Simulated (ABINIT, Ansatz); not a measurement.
# Quasiparticle gap of K2TaNbO6 (Fm-3m) in ABINIT, part 2 of 2

Aim: the G0W0 gap of K2TaNbO6 (Fm-3m) on PBEsol, step by step.

ABINIT 10.8.3; PBEsol and many-body steps on it, plane waves. Known limits of the many-body steps: not at the basis limit; no spin-orbit coupling; coarse k mesh.

So far. Step 2 (Ground state): The gap is direct, at Γ. Step 3 (Empty states on the mesh, 2×2×2 mesh, 114 bands): On this mesh the gap is 1.698 eV.

## Step 4: Screening, 2×2×2 mesh, 104 bands, screening to 98 eV

The RPA dielectric matrix is built and inverted for each q.

This step: RPA screening on PBEsol, plane waves, norm-conserving pseudopotentials.

Input file run.abi:

```
acell 3*1.0 Angstrom
rprim 
  -0.000000000000 4.044428000000 4.044428000000
  4.044428000000 -0.000000000000 4.044428000000
  4.044428000000 4.044428000000 -0.000000000000
ntypat 4
znucl 19 73 41 8
natom 10
typat 1 1 2 3 4 4 4 4 4 4
xred 
  0.250000000000 0.250000000000 0.250000000000
  0.750000000000 0.750000000000 0.750000000000
  0.500000000000 0.500000000000 0.500000000000
  0.000000000000 -0.000000000000 -0.000000000000
  0.749028000000 0.250972000000 0.250972000000
  0.250972000000 0.749028000000 0.749028000000
  0.250972000000 0.749028000000 0.250972000000
  0.749028000000 0.250972000000 0.749028000000
  0.250972000000 0.250972000000 0.749028000000
  0.749028000000 0.749028000000 0.250972000000
pp_dirpath "pseudos"
pseudos "K.upf, Ta.upf, Nb.upf, O.upf"
ecut 37
ngkpt 2 2 2
nshiftk 1
shiftk 0 0 0
kptopt 1
chksymbreak 0
istwfk *1
occopt 1
irdwfk 1
optdriver 3
nband 104
ecuteps 3.6
inclvkb 2
awtr 1
symchi 1
indata_prefix "in"
outdata_prefix "out"
tmpdata_prefix "tmp"
```

On the command line:

```bash
> OMP_NUM_THREADS=1 mpirun -n 4 abinit run.abi > log
```

Numbers of over 12 decimals in the logs are rounded to 6 here.

The program printed:

```text
.Version 10.8.3 of ABINIT. v10.8.2 released Aug 2026.

 Symmetries : space group Fm -3 m (#225); Bravais cF (face-center cubic)
[... echo of the input left out ...]
== DATASET  1 ==================================================================
-   mpi_nproc: 4, omp_nthreads: 1 (-1 if OMP is not activated)

--- !DatasetInfo
iteration_state: {dtset: 1, }
dimensions: {natom: 10, nkpt: 3, mband: 104, nsppol: 1, nspinor: 1, nspden: 1, mpw: 9608, }
cutoff_energies: {ecut:  37.0, pawecutdg:  -1.0, }
electrons: {nelect:   8.00000000E+01, charge:   0.00000000E+00, occopt:   1.00000000E+00, tsmear:   1.00000000E-02, }

 SCREENING: Calculation of the susceptibility and dielectric matrices

 Based on a program developped by R.W. Godby, V. Olevano, G. Onida, and L. Reining.
 Incorporated in ABINIT by V. Olevano, G.-M. Rignanese, and M. Torrent.
.Using double precision arithmetic ; gwpc =  8

[... cell and pseudopotentials left out ...]
--------------------------------------------------------------------------------

 ==== K-mesh for the wavefunctions ====
 Number of points in the irreducible wedge :     3
[... list of points left out ...]
 Together with 48 symmetry operations and time-reversal symmetry
 yields     8 points in the full Brillouin Zone.

 ==== Q-mesh for the screening function ====
 Number of points in the irreducible wedge :     3
[... list of points left out ...]
 Together with 48 symmetry operations and time-reversal symmetry
 yields     8 points in the full Brillouin Zone.

 setmesh: FFT mesh size selected  =    40x   40x   40
          total number of points  =        64000

 vcoul_init : cutoff-mode = AUXILIARY_FUNCTION
 q-points for optical limit:   1
     1)      0.000010    0.000020    0.000030

- screening: taking advantage of time-reversal symmetry
- Maximum band index for partially occupied states nbvw = 40
- Remaining bands to be divided among processors   nbcw = 64
- Number of bands treated by each node ~16

 Number of electrons calculated from density =   80.0000; Expected =   80.0000
 average of density, n =  0.089597
 r_s =    1.3864
 omega_plasma =   28.8736 [eV]

 calculating chi0 at frequencies [eV] :
  1    0.000000E+00    0.000000E+00
  2    0.000000E+00    2.887365E+01

--------------------------------------------------------------------------------
  q-point number  1        q = ( 0.000000, 0.000000, 0.000000) [r.l.u.]
--------------------------------------------------------------------------------
[... chi0 elements left out ...]
 For q-point:  0.000010 0.000020 0.000030
  dielectric constant =   8.4420
  dielectric constant without local fields =   8.9007

  Average fulfillment of the sum rule on Im[epsilon] for q-point    1 :     39.07  [%]
[... wings left out ...]
  q-point number  2        q = ( 0.500000, 0.000000, 0.000000) [r.l.u.]
--------------------------------------------------------------------------------
[... chi0 elements left out ...]
  Average fulfillment of the sum rule on Im[epsilon] for q-point    2 :     47.51  [%]

 [... 1 further q-points ...]
```

It took 37 s on 4 MPI ranks of Arm Neoverse V1, shared host; peak memory 1.9 GiB; 2.5 min of CPU time.

This step gave:

```
ε∞ with local fields, on this mesh, along the program's q direction : 8.442
the same without local fields                                       : 8.901
plasma frequency                                                    : 28.87 eV
plane waves in the screening matrix                                 : 283
```

Local fields lower ε∞ by 5 %. On a Γ-centred mesh this coarse the value itself is usually too large, while a short band sum pulls it down.

## Step 5: Self-energy, 2×2×2 mesh, 104 bands, screening to 98 eV

The self-energy is evaluated for the states that the input lists, and the levels follow from it, in one-shot runs by the linearised quasiparticle equation.

This step: G0W0 on PBEsol, plane waves, norm-conserving pseudopotentials.

run.abi: that of step 4 with these lines changed.

```diff
@@ -31,8 +31,15 @@
 irdwfk 1
-optdriver 3
+optdriver 4
 nband 104
+gwcalctyp 0
+ecutsigx 37
+symsigma 1
+nkptgw 1
+kptgw 
+  0.0000000000 0.0000000000 0.0000000000
+bdgw 
+  38 43
 ecuteps 3.6
-inclvkb 2
-awtr 1
-symchi 1
+irdscr 1
+ppmodel 1
 indata_prefix "in"
```

The program printed:

```text
.Version 10.8.3 of ABINIT. v10.8.2 released Aug 2026.

 Symmetries : space group Fm -3 m (#225); Bravais cF (face-center cubic)
[... echo of the input left out ...]
== DATASET  1 ==================================================================
-   mpi_nproc: 4, omp_nthreads: 1 (-1 if OMP is not activated)

--- !DatasetInfo
iteration_state: {dtset: 1, }
dimensions: {natom: 10, nkpt: 3, mband: 104, nsppol: 1, nspinor: 1, nspden: 1, mpw: 9608, }
cutoff_energies: {ecut:  37.0, pawecutdg:  -1.0, }
electrons: {nelect:   8.00000000E+01, charge:   0.00000000E+00, occopt:   1.00000000E+00, tsmear:   1.00000000E-02, }

 SIGMA: Calculation of the GW corrections

 Based on a program developped by R.W. Godby, V. Olevano, G. Onida, and L. Reining.
 Incorporated in ABINIT by V. Olevano, G.-M. Rignanese, and M. Torrent.
.Using double precision arithmetic ; gwpc =  8

[... cell and pseudopotentials left out ...]
--------------------------------------------------------------------------------

 ==== K-mesh for the wavefunctions ====
 Number of points in the irreducible wedge :     3
[... list of points left out ...]
 Together with 48 symmetry operations and time-reversal symmetry
 yields     8 points in the full Brillouin Zone.

 ==== Q-mesh for screening function ====
 Number of points in the irreducible wedge :     3
[... list of points left out ...]
 Together with 48 symmetry operations and time-reversal symmetry
 yields     8 points in the full Brillouin Zone.

 vcoul_init : cutoff-mode = AUXILIARY_FUNCTION
 q-points for optical limit:   1
     1)      0.000010    0.000020    0.000030
 setmesh: FFT mesh size selected  =    60x   60x   60
          total number of points  =       216000

 Number of electrons calculated from density =   80.0000; Expected =   80.0000
 average of density, n =  0.089597
 r_s =    1.3864
 omega_plasma =   28.8736 [eV]

 === KS Band Gaps ===
  >>>> For spin  1
   Minimum direct gap =   1.6976 [eV], located at k-point      :   0.0000  0.0000  0.0000
   Fundamental gap    =   1.6976 [eV], Top of valence bands at :   0.0000  0.0000  0.0000
                                       Bottom of conduction at :   0.0000  0.0000  0.0000
 SIGMA fundamental parameters:
 PLASMON POLE MODEL  1
 number of plane-waves for SigmaX                 9577
 number of plane-waves for SigmaC and W            283
 number of plane-waves for wavefunctions          9577
 number of bands                                   104
 number of independent spin polarizations            1
 number of spinorial components                      1
 number of k-points in IBZ                           3
 number of q-points in IBZ                           3
 number of symmetry operations                      48
 number of k-points in BZ                            8
 number of q-points in BZ                            8
 number of frequencies for dSigma/dE                 9
 frequency step for dSigma/dE [eV]                0.25
 number of omega for Sigma on real axis              0
 max omega for Sigma on real axis  [eV]           0.00
 zcut for avoiding poles [eV]                     0.10

 EPSILON^-1 parameters (SCR file):
 dimension of the eps^-1 matrix on file            283
 dimension of the eps^-1 matrix used               283
 number of plane-waves for wavefunctions          9577
 number of bands                                   104
 number of q-points in IBZ                           3
 number of frequencies                               2
 number of real frequencies                          1
 number of imag frequencies                          1

 matrix elements of self-energy operator (all in [eV])

 Perturbative Calculation

--- !SelfEnergy_ee
iteration_state: {dtset: 1, }
kpoint     : [   0.000,    0.000,    0.000, ]
spin       : 1
KS_gap     :    1.698
QP_gap     :    3.135
Delta_QP_KS:    1.438
data: !SigmaeeData |
     Band     E0 <VxcDFT>   SigX SigC(E0)      Z dSigC/dE  Sig(E)    E-E0       E
       38   5.219 -19.860 -24.589   5.324   0.764  -0.310 -19.406   0.454   5.673
       39   5.219 -19.860 -24.589   5.324   0.764  -0.310 -19.406   0.454   5.673
       40   5.219 -19.860 -24.589   5.324   0.764  -0.310 -19.406   0.454   5.673
       41   6.917 -15.369  -9.559  -3.493   0.816  -0.225 -13.477   1.891   8.808
       42   6.917 -15.369  -9.559  -3.493   0.816  -0.225 -13.477   1.891   8.808
       43   6.917 -15.369  -9.559  -3.493   0.816  -0.225 -13.477   1.891   8.808

== END DATASET(S) ==============================================================
================================================================================

 -outvars: echo values of variables after computation  --------
           etotal      0.0000000000E+00
            nband         104
             nkpt           3
          spgroup         225
 [... the other variables as echoed above ...]

 Calculation completed.
```

Wall time 7.9 s (4 MPI ranks); peak memory 1.1 GiB; 31 s of CPU time.

Numbers from this step:

* G0W0 gap on the points computed: 3.135 eV
* starting gap on the mesh: 1.698 eV
* k of the valence top: 0, 0, 0
* k of the conduction bottom: 0, 0, 0
* Z at the valence top: 0.764
* Z at the conduction bottom: 0.816
* least direct G0W0 gap on the computed points: 3.135 eV

The gap on the mesh goes from 1.70 eV to 3.13 eV, a correction of +1.44 eV.

Limits: finite bands, cutoff and mesh; no spin-orbit coupling; coarse k mesh. v1 is the top filled band, c1 the lowest empty one. The levels before and after the correction (eV, zero at the valence-band top of each column):

|  | conduction bottom | valence top |
| --- | --- | --- |
| Kohn-Sham | 1.70 | 0.00 |
| G0W0 | 3.13 | 0.00 |

|  | level | energy (eV) |
| --- | --- | --- |
| Kohn-Sham | Γ v3-v1 | 0.000 |
| Kohn-Sham | Γ c1-c3 | 1.698 |
| G0W0 | Γ v3-v1 | 0.000 |
| G0W0 | Γ c1-c3 | 3.135 |

## Step 6: Where the time went

Times are wall times on 4 MPI ranks of Arm Neoverse V1, shared host, good to a factor of about two.

| step | time | share | memory (GiB) |
| --- | --- | --- | --- |
| ground state | 83 s | 45 % | 0.56 |
| empty states on the mesh | 56 s | 30 % | 0.41 |
| screening | 37 s | 20 % | 1.9 |
| self-energy | 7.9 s | 4 % | 1.1 |

## Step 7: Results

```
PBEsol gap           : 1.70 eV, direct
G0W0 gap on the mesh : 3.13 eV
GW settings          : 2×2×2 mesh, 104 bands, screening to 98 eV, Godby-Needs plasmon pole
known limits         : not at the basis limit; no spin-orbit coupling; coarse k mesh
```

G0W0 moves the gap on the mesh from 1.70 eV to 3.13 eV (+1.44 eV), with Z of 0.76 and 0.82 at the edges. Local fields lower the RPA ε∞ on this mesh from 8.90 to 8.44; a Γ-centred mesh this coarse tends to raise both, most where the direct gap is narrow, while a short band sum lowers them. Only 1 of the mesh's irreducible points was corrected, so a valley elsewhere could overtake. Bands and cutoff are finite, so the gap is not at the basis limit. The miss can reach some tenths of an eV and take either sign; the mesh is an error of its own. In the G0W0 run levels were corrected at 1 k point alone, so a gap called «on the mesh» is the least over those, and an edge elsewhere would be missed. The 2×2×2 mesh is coarse for this cell, which bears on the long-range parts of exchange and screening. The many-body steps are scalar-relativistic: spin-orbit coupling is not in them.

[Paths, hosts, dates, memory and timing lines, banners, echoed tables and standing remarks are left out of the program output.]

[Logs are printed without paths, hosts, clocks, repeated set-up lines and the standing remarks that a program may print on its own settings, such as how far it seeks lower states.]

[Runs of the session that timed out or met a known fault of the program may be left out.]

[Hosts, paths, dates, database ids (printed as entryN), source tags and the programs' standing remarks are cut or masked in the printed files.]

[G0W0 gaps are taken among the corrected bands and points alone; a level outside them can change the order at an edge.]

[Where Ansatz stands beside ABINIT at settings called matched, ABINIT's density can come from a denser mesh and the files from another edition; pairs whose starting gaps differed by over 0.03 eV were left out, so agreement reads better than it is.]
